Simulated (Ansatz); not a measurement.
## Al2O3 (Corundum, R-3c): zone-centre modes under pressure

Aim: how do the optical modes of Al2O3 (Corundum, R-3c) move with volume?

Main program and level: Ansatz 0.2.0; DFT LDA, scalar-relativistic, plane waves, PAW; PAW set soft_1.

Report form: the programs' logs are mostly left out.

**1. The starting structure**

Symmetry: R-3c, No. 167, trigonal system. Conventional cell: a = 4.760 Å, b = 4.760 Å, c = 12.996 Å, α = 90.00°, β = 90.00°, γ = 120.00°. Nearest to O lie 4 Al at 1.85 to 1.97 Å. Nearest to Al lie 6 O at 1.85 to 1.97 Å. Farther neighbours and most contacts between anions are not listed.

Structure file:

```cif
data_structure
_symmetry_space_group_name_H-M 'P 1'
_symmetry_Int_Tables_number 1
_cell_length_a 5.1302
_cell_length_b 5.1302
_cell_length_c 5.1302
_cell_angle_alpha 55.287
_cell_angle_beta 55.287
_cell_angle_gamma 55.287
_cell_volume 85.02
loop_
_atom_site_label
_atom_site_type_symbol
_atom_site_fract_x
_atom_site_fract_y
_atom_site_fract_z
_atom_site_occupancy
O1 O 0.55668 0.94332 0.25000 1
O2 O 0.25000 0.55668 0.94332 1
O3 O 0.94332 0.25000 0.55668 1
O4 O 0.44332 0.05668 0.75000 1
O5 O 0.75000 0.44332 0.05668 1
O6 O 0.05668 0.75000 0.44332 1
Al7 Al 0.35216 0.35216 0.35216 1
Al8 Al 0.14784 0.14784 0.14784 1
Al9 Al 0.64784 0.64784 0.64784 1
Al10 Al 0.85216 0.85216 0.85216 1
```

**2. Relaxation**

Harmonic phonons are second derivatives at a point where the forces vanish, and they are wanted at zero stress, so atoms and cell are relaxed first.

input.yaml reads:

```yaml
crystal:
  lattice:
    - [2.38025, 1.3742379782, 4.3318666667]
    - [-2.38025, 1.3742379782, 4.3318666667]
    - [0.0, -2.7484759565, 4.3318666667]
  atoms:
    - { symbol: O, position: [0.55668, 0.94332, 0.25] }
    - { symbol: O, position: [0.25, 0.55668, 0.94332] }
    - { symbol: O, position: [0.94332, 0.25, 0.55668] }
    - { symbol: O, position: [0.44332, 0.05668, 0.75] }
    - { symbol: O, position: [0.75, 0.44332, 0.05668] }
    - { symbol: O, position: [0.05668, 0.75, 0.44332] }
    - { symbol: Al, position: [0.35216, 0.35216, 0.35216] }
    - { symbol: Al, position: [0.14784, 0.14784, 0.14784] }
    - { symbol: Al, position: [0.64784, 0.64784, 0.64784] }
    - { symbol: Al, position: [0.85216, 0.85216, 0.85216] }
kpoints:
  mp_grid: { grid: [6, 6, 6] }
hamiltonian:
  xc: lda
  pseudopotentials: { kind: paw, azcp: { folder: soft_1 }, xc_functional: pbe }
scf:
  occupations: { method: gaussian, width: 0.02 }
output:
  forces: true
  stress: true
  eigenvalues: true
relax:
  adjacent_minimum: "off"
  f_tol: 0.005
  max_steps: 80
  cell: { stress_tol: 0.05 }
```

The run is started by

```console
> ansatz run input.yaml --threads 8 --pin off --max-ram 20480MiB --backend cpu --events-out ev --progress --plain --runs-dir out
```

The job ended after 12 s (8 threads of Arm Neoverse N1, shared host; peak memory 0.48 GiB; 80 s of CPU time).

The steps of the relaxation:

```csv
step,energy less that of the first step (eV),largest force component (eV/Å),pressure (GPa),volume (Å³)
1,0.0000,0.1178,-5.36,85.02
2,-0.0252,0.0769,-3.01,84.22
3,-0.0393,0.0587,0.02,83.25
4,-0.0396,0.0324,0.04,83.24
5,-0.0397,0.0005,0.00,83.25
6*,-0.0326,0.0004,-0.16,83.25
7,-0.0328,0.0001,0.00,83.20
8*,-0.0326,0.0001,-0.01,83.20
```

Relaxation steps marked * repeat the geometry before them on a plane-wave basis chosen anew for their cell, so energy and pressure can jump there.

The run keeps the 12 symmetry operations that it works with, so distortions that break them were not tested.

```csv
"conventional cell, symmetrised",before,after,change
a (Å),4.760,4.729,-0.7 %
b (Å),4.760,4.729,-0.7 %
c (Å),12.996,12.890,-0.8 %
volume (Å³/atom),8.50,8.32,-2.1 %
```

This step gave:

```yaml
pressure: -0.005694 GPa
gap_on_the_k_mesh: 6.439 eV
volume_per_atom: 8.320 Å³
```

In this step the volume went from 8.50 to 8.32 Å³/atom.

**3. Tight relaxation**

Phonons need small forces and stress, so the relaxation is finished with tight tolerances on 6×6×6 k points.

input.yaml reads:

```yaml
crystal:
  lattice:
    - [2.3643413928, 1.3650531396, 4.2966967113]
    - [-2.3643413928, 1.3650531396, 4.2966967113]
    - [0.0, -2.7301062792, 4.2966967113]
  atoms:
    - { symbol: O, position: [0.5558304384, 0.9441695616, 0.25] }
    - { symbol: O, position: [0.25, 0.5558304384, 0.9441695616] }
    - { symbol: O, position: [0.9441695616, 0.25, 0.5558304384] }
    - { symbol: O, position: [0.4441695616, 0.0558304384, 0.75] }
    - { symbol: O, position: [0.75, 0.4441695616, 0.0558304384] }
    - { symbol: O, position: [0.0558304384, 0.75, 0.4441695616] }
    - { symbol: Al, position: [0.3519802946, 0.3519802946, 0.3519802946] }
    - { symbol: Al, position: [0.1480197054, 0.1480197054, 0.1480197054] }
    - { symbol: Al, position: [0.6480197054, 0.6480197054, 0.6480197054] }
    - { symbol: Al, position: [0.8519802946, 0.8519802946, 0.8519802946] }
kpoints:
  mp_grid: { grid: [6, 6, 6] }
hamiltonian:
  xc: lda
  pseudopotentials: { kind: paw, azcp: { folder: soft_1 }, xc_functional: pbe }
scf:
  occupations: { method: fixed }
output:
  forces: true
  stress: true
  eigenvalues: true
relax:
  adjacent_minimum: "off"
  f_tol: 0.001
  max_steps: 60
  cell: { stress_tol: 0.01 }
```

The job ended after 3.4 s (8 threads; peak memory 0.47 GiB; 23 s of CPU time).

Little changed from the start: no atom moved by 0.005 Å and no cell edge by 0.1 %.

This step gave:

* pressure: -0.005686 GPa

The largest force component left is 0.073 meV/Å and the pressure is -0.006 GPa, within the tolerances set. The cell now holds 8.32 Å³/atom.

**4. Modes at rest**

The modes at rest are the reference of the series, and the response to a field gives the dielectric tensor and the Born charges.

Edit input.yaml of step 3 so:

```diff
@@ -24,9 +24,6 @@
 output:
-  forces: true
-  stress: true
   eigenvalues: true
-relax:
-  adjacent_minimum: "off"
-  f_tol: 0.001
-  max_steps: 60
-  cell: { stress_tol: 0.01 }
+phonons:
+  method: dfpt
+  dielectric: true
+  rigid_motions: translations
```

Run time: 77 s. Hardware: 8 threads; peak memory 1.4 GiB.

Numbers from this step:

| Quantity | Value |
| --- | --- |
| sum-rule residual before enforcement | 2.28e-5 eV/Å² |
| miss of the charge sum rule | 4.33e-6 e |
| point group | -3m |
| highest optical mode at the zone centre (no LO-TO term) | 750.7 cm⁻¹ |
| lowest optical zone-centre mode | 310.3 cm⁻¹ |
| mean high-frequency dielectric constant | 3.233 |
| largest Born charge (third of the trace) | 2.953 e |
| mean static dielectric constant | 9.953 |
| top of the zone-centre spectrum with the field | 899.3 cm⁻¹ |

Without the LO-TO term. Patterns of degenerate modes are one choice out of their space. The modes at Γ (shares of kinetic energy by element, %):

```csv
mode,frequency (cm⁻¹),symmetry,O %,Al %
1,0.0,acoustic,47,53
2,0.0,acoustic,47,53
3,0.0,acoustic,47,53
4,310.3,A2g,3,97
5,373.2,Eg,99,1
6,373.2,Eg,99,1
7,388.8,Eu,27,73
8,388.8,Eu,27,73
9,395.9,A2u,67,33
10,418.6,A1g,4,96
11,434.6,Eg,41,59
12,434.6,Eg,41,59
13,438.3,Eu,61,39
14,438.3,Eu,61,39
15,445.3,Eg,45,55
16,445.3,Eg,45,55
17,526.2,A2g,98,2
18,576.2,Eu,74,26
19,576.2,Eu,74,26
20,576.5,Eg,21,79
21,576.5,Eg,21,79
22,587.4,A2u,86,14
23,602.9,A1u,14,86
24,631.6,Eu,91,9
25,631.6,Eu,91,9
26,643.0,A1g,96,4
27,690.5,A1u,86,14
28,750.0,A2g,98,2
29,750.7,Eg,94,6
30,750.7,Eg,94,6
```

Displacements in mode 4 (310.3 cm⁻¹), the largest set to 1:
```
O1   0.00  0.20 -0.03
O2  -0.17 -0.10 -0.03
O3   0.17 -0.10 -0.03
O4   0.00 -0.20  0.03
O5   0.17  0.10  0.03
O6  -0.17  0.10  0.03
Al7  0.00  0.00  1.00
Al8  0.00  0.00  1.00
Al9  0.00  0.00 -1.00
Al10 0.00  0.00 -1.00
```

Displacements in mode 21 (576.5 cm⁻¹), the largest set to 1:
```
O1   0.00  0.11 -0.18
O2  -0.32  0.66  0.09
O3   0.32  0.66  0.09
O4   0.00 -0.11  0.18
O5   0.32 -0.66 -0.09
O6  -0.32 -0.66 -0.09
Al7  0.52  1.00  0.00
Al8 -0.52  1.00  0.00
Al9 -0.52 -1.00  0.00
Al10 0.52 -1.00  0.00
```

Optical modes at the zone centre, without and with the macroscopic field of the longitudinal modes; each column is sorted by frequency, so a row need not hold one and the same mode. Modes with and without the field, by row:

```csv
rank among optical modes,no field (cm⁻¹),"q along (1, 0, 0) (cm⁻¹)","q along (0, 0, 1) (cm⁻¹)"
1,310.3,310.3,310.3
2,373.2,373.2,373.2
3,373.2,373.2,373.2
4,388.8,388.8,388.8
5,388.8,391.4,388.8
6,395.9,395.9,418.6
7,418.6,418.6,434.6
8,434.6,434.6,434.6
9,434.6,434.6,438.3
10,438.3,438.3,438.3
11,438.3,445.3,445.3
12,445.3,445.3,445.3
13,445.3,476.6,499.3
14,526.2,526.2,526.2
15,576.2,576.2,576.2
16,576.2,576.5,576.2
17,576.5,576.5,576.5
18,576.5,587.4,576.5
19,587.4,602.9,602.9
20,602.9,626,631.6
21,631.6,631.6,631.6
22,631.6,643,643
23,643,690.5,690.5
24,690.5,750,750
25,750,750.7,750.7
26,750.7,750.7,750.7
27,750.7,899.3,871.8
```

Born charge (rows field, columns displacement) (e), principal values of the symmetric part by kind of site:

```csv
atom,atoms with these values,low,middle,high,mean
O1,6,-2.22,-2.08,-1.61,-1.97
Al7,4,2.93,2.96,2.96,2.95
```

In full for Al7:

```
 2.96 -0.03  0.00
 0.03  2.96  0.00
 0.00  0.00  2.93
```

High-frequency dielectric tensor:

```
3.25 0.00 0.00
0.00 3.25 0.00
0.00 0.00 3.21
```

Static dielectric tensor (ions relaxed, fixed cell):

```
 9.31  0.00  0.00
 0.00  9.31  0.00
 0.00  0.00 11.23
```

Transverse modes. Infrared lines, with heights relative to the strongest:

```csv
position (cm⁻¹),lines merged,relative intensity
310,1,0.0
373,1,0.0
389,1,4.3
396,1,46
419,1,0.0
435,1,0.0
438,1,45
445,1,0.0
526,1,0.0
576,2,100
587,1,33
603,1,0.0
632,1,11
643,1,0.0
690,1,0.0
750,1,0.0
751,1,0.0
```

Before it was imposed, the acoustic sum rule was missed by 2.3e-5 eV/Å² and the charge sum rule by 4.3e-6 e. Small misses are needed for a sound result but don't prove that mesh and cutoff are converged. The lowest optical mode is real, 310 cm⁻¹.

**5. A member of the series: 1.06 times the volume at rest**

The cell is set to 1.06 times the volume at rest, and shape and atoms relax at that volume.

input.yaml reads:

```yaml
crystal:
  lattice:
    - [2.4096247094, 1.3911974746, 4.3849244975]
    - [-2.4096247094, 1.3911974746, 4.3849244975]
    - [0.0, -2.7823949492, 4.3849244975]
  atoms:
    - { symbol: O, position: [0.5554056469, 0.9445943531, 0.25] }
    - { symbol: O, position: [0.25, 0.5554056469, 0.9445943531] }
    - { symbol: O, position: [0.9445943531, 0.25, 0.5554056469] }
    - { symbol: O, position: [0.4445943531, 0.0554056469, 0.75] }
    - { symbol: O, position: [0.75, 0.4445943531, 0.0554056469] }
    - { symbol: O, position: [0.0554056469, 0.75, 0.4445943531] }
    - { symbol: Al, position: [0.3520388476, 0.3520388476, 0.3520388476] }
    - { symbol: Al, position: [0.1479611524, 0.1479611524, 0.1479611524] }
    - { symbol: Al, position: [0.6479611524, 0.6479611524, 0.6479611524] }
    - { symbol: Al, position: [0.8520388476, 0.8520388476, 0.8520388476] }
kpoints:
  mp_grid: { grid: [6, 6, 6] }
hamiltonian:
  xc: lda
  pseudopotentials: { kind: paw, azcp: { folder: soft_1 }, xc_functional: pbe }
scf:
  occupations: { method: fixed }
output:
  forces: true
  stress: true
  eigenvalues: true
relax:
  adjacent_minimum: "off"
  f_tol: 0.001
  max_steps: 60
  cell: { stress_tol: 0.01, fix: [volume] }
```

Elapsed: 8.4 s, on 8 threads; peak memory 0.48 GiB; 58 s of CPU time.

Little changed from the start: no atom moved by 0.005 Å and no cell edge by 0.1 %.

This step gave:

```yaml
pressure: -13.35 GPa
gap_on_the_k_mesh: 5.736 eV
volume_per_atom: 8.820 Å³
```

The largest force component left is 0.057 meV/Å, at a pressure of -13.35 GPa.

**6. Modes of this member: 1.06 times the volume at rest**

The zone-centre modes follow for 1.06 times the volume at rest, with the response to a field.

input.yaml reads:

```yaml
crystal:
  lattice:
    - [2.4091422282, 1.390918914, 4.3866810192]
    - [-2.4091422282, 1.390918914, 4.3866810192]
    - [0.0, -2.781837828, 4.3866810192]
  atoms:
    - { symbol: O, position: [0.5551843757, 0.9448156243, 0.25] }
    - { symbol: O, position: [0.25, 0.5551843757, 0.9448156243] }
    - { symbol: O, position: [0.9448156243, 0.25, 0.5551843757] }
    - { symbol: O, position: [0.4448156243, 0.0551843757, 0.75] }
    - { symbol: O, position: [0.75, 0.4448156243, 0.0551843757] }
    - { symbol: O, position: [0.0551843757, 0.75, 0.4448156243] }
    - { symbol: Al, position: [0.3520599788, 0.3520599788, 0.3520599788] }
    - { symbol: Al, position: [0.1479400212, 0.1479400212, 0.1479400212] }
    - { symbol: Al, position: [0.6479400212, 0.6479400212, 0.6479400212] }
    - { symbol: Al, position: [0.8520599788, 0.8520599788, 0.8520599788] }
kpoints:
  mp_grid: { grid: [6, 6, 6] }
hamiltonian:
  xc: lda
  pseudopotentials: { kind: paw, azcp: { folder: soft_1 }, xc_functional: pbe }
scf:
  occupations: { method: fixed }
output:
  eigenvalues: true
phonons:
  method: dfpt
  dielectric: true
  rigid_motions: translations
```

Wall time 79 s (8 threads); peak memory 1.5 GiB.

This step gave:

```
sum-rule residual before enforcement                    : 3.42e-5 eV/Å²
miss of the charge sum rule                             : 1.09e-5 e
highest optical mode at the zone centre (no LO-TO term) : 692.0 cm⁻¹
lowest optical zone-centre mode                         : 275.4 cm⁻¹
mean high-frequency dielectric constant                 : 3.302
largest Born charge (third of the trace)                : 2.986 e
mean static dielectric constant                         : 11.54
top of the zone-centre spectrum with the field          : 842.9 cm⁻¹
```

Without the LO-TO term. Patterns of degenerate modes are one choice out of their space. The modes at Γ (shares of kinetic energy by element, %):

```csv
mode,frequency (cm⁻¹),symmetry,O %,Al %
1,0.0,acoustic,47,53
2,0.0,acoustic,47,53
3,0.0,acoustic,47,53
4,275.4,A2g,2,98
5,351.6,Eu,26,74
6,351.6,Eu,26,74
7,353.6,Eg,95,5
8,353.6,Eg,95,5
9,369.2,A2u,61,39
10,386.8,A1g,1,99
11,391.4,Eg,67,33
12,391.4,Eg,67,33
13,403.4,Eu,60,40
14,403.4,Eu,60,40
15,418.1,Eg,23,77
16,418.1,Eg,23,77
17,496.2,A2g,100,0
18,510.5,Eu,70,30
19,510.5,Eu,70,30
20,519.9,A2u,92,8
21,534.8,Eg,17,83
22,534.8,Eg,17,83
23,565.4,A1u,19,81
24,579.8,Eu,97,3
25,579.8,Eu,97,3
26,590.3,A1g,99,1
27,647.3,A1u,81,19
28,683.3,Eg,98,2
29,683.3,Eg,98,2
30,692.0,A2g,99,1
```

Transverse modes. Infrared lines, with heights relative to the strongest:

```csv
position (cm⁻¹),label,relative intensity
275,A2g,0.0
352,Eu,1.7
354,Eg,0.0
369,A2u,57
387,A1g,0.0
391,Eg,0.0
403,Eu,57
418,Eg,0.0
496,A2g,0.0
510,Eu,100
520,A2u,24
535,Eg,0.0
565,A1u,0.0
580,Eu,3.9
590,A1g,0.0
647,A1u,0.0
683,Eg,0.0
692,A2g,0.0
```

Without the LO-TO term the lowest optical mode is real, 275 cm⁻¹, and the highest lies at 692.0 cm⁻¹.

For the mean high-frequency dielectric constant, step 4 gave 3.23; this run, with volume ratio 1.06, gives 3.30 (+2 %).

**7. Relaxation of a member: 0.9 times the volume at rest**

The cell is set to 0.9 times the volume at rest, and shape and atoms relax at that volume.

input.yaml reads:

```yaml
crystal:
  lattice:
    - [2.2850603911, 1.319280232, 4.1400178649]
    - [-2.2850603911, 1.319280232, 4.1400178649]
    - [0.0, -2.6385604639, 4.1400178649]
  atoms:
    - { symbol: O, position: [0.5567489057, 0.9432510943, 0.25] }
    - { symbol: O, position: [0.25, 0.5567489057, 0.9432510943] }
    - { symbol: O, position: [0.9432510943, 0.25, 0.5567489057] }
    - { symbol: O, position: [0.4432510943, 0.0567489057, 0.75] }
    - { symbol: O, position: [0.75, 0.4432510943, 0.0567489057] }
    - { symbol: O, position: [0.0567489057, 0.75, 0.4432510943] }
    - { symbol: Al, position: [0.3518062718, 0.3518062718, 0.3518062718] }
    - { symbol: Al, position: [0.1481937282, 0.1481937282, 0.1481937282] }
    - { symbol: Al, position: [0.6481937282, 0.6481937282, 0.6481937282] }
    - { symbol: Al, position: [0.8518062718, 0.8518062718, 0.8518062718] }
kpoints:
  mp_grid: { grid: [6, 6, 6] }
hamiltonian:
  xc: lda
  pseudopotentials: { kind: paw, azcp: { folder: soft_1 }, xc_functional: pbe }
scf:
  occupations: { method: fixed }
output:
  forces: true
  stress: true
  eigenvalues: true
relax:
  adjacent_minimum: "off"
  f_tol: 0.001
  max_steps: 60
  cell: { stress_tol: 0.01, fix: [volume] }
```

It took 11 s on 8 threads; peak memory 0.46 GiB; 72 s of CPU time.

Little changed from the start: no atom moved by 0.005 Å and no cell edge by 0.1 %.

This step gave:

```yaml
pressure: 33.39 GPa
gap_on_the_k_mesh: 7.769 eV
volume_per_atom: 7.488 Å³
```

The largest force component left is 0.030 meV/Å, at a pressure of 33.39 GPa.

(Part 1 of 2 ends here.)

[Logs are printed without paths, hosts, clocks, repeated set-up lines and the standing remarks that a program may print on its own settings, such as how far it seeks lower states.]

[Hosts, paths, dates, database ids (printed as entryN), source tags and the programs' standing remarks are cut or masked in the printed files.]
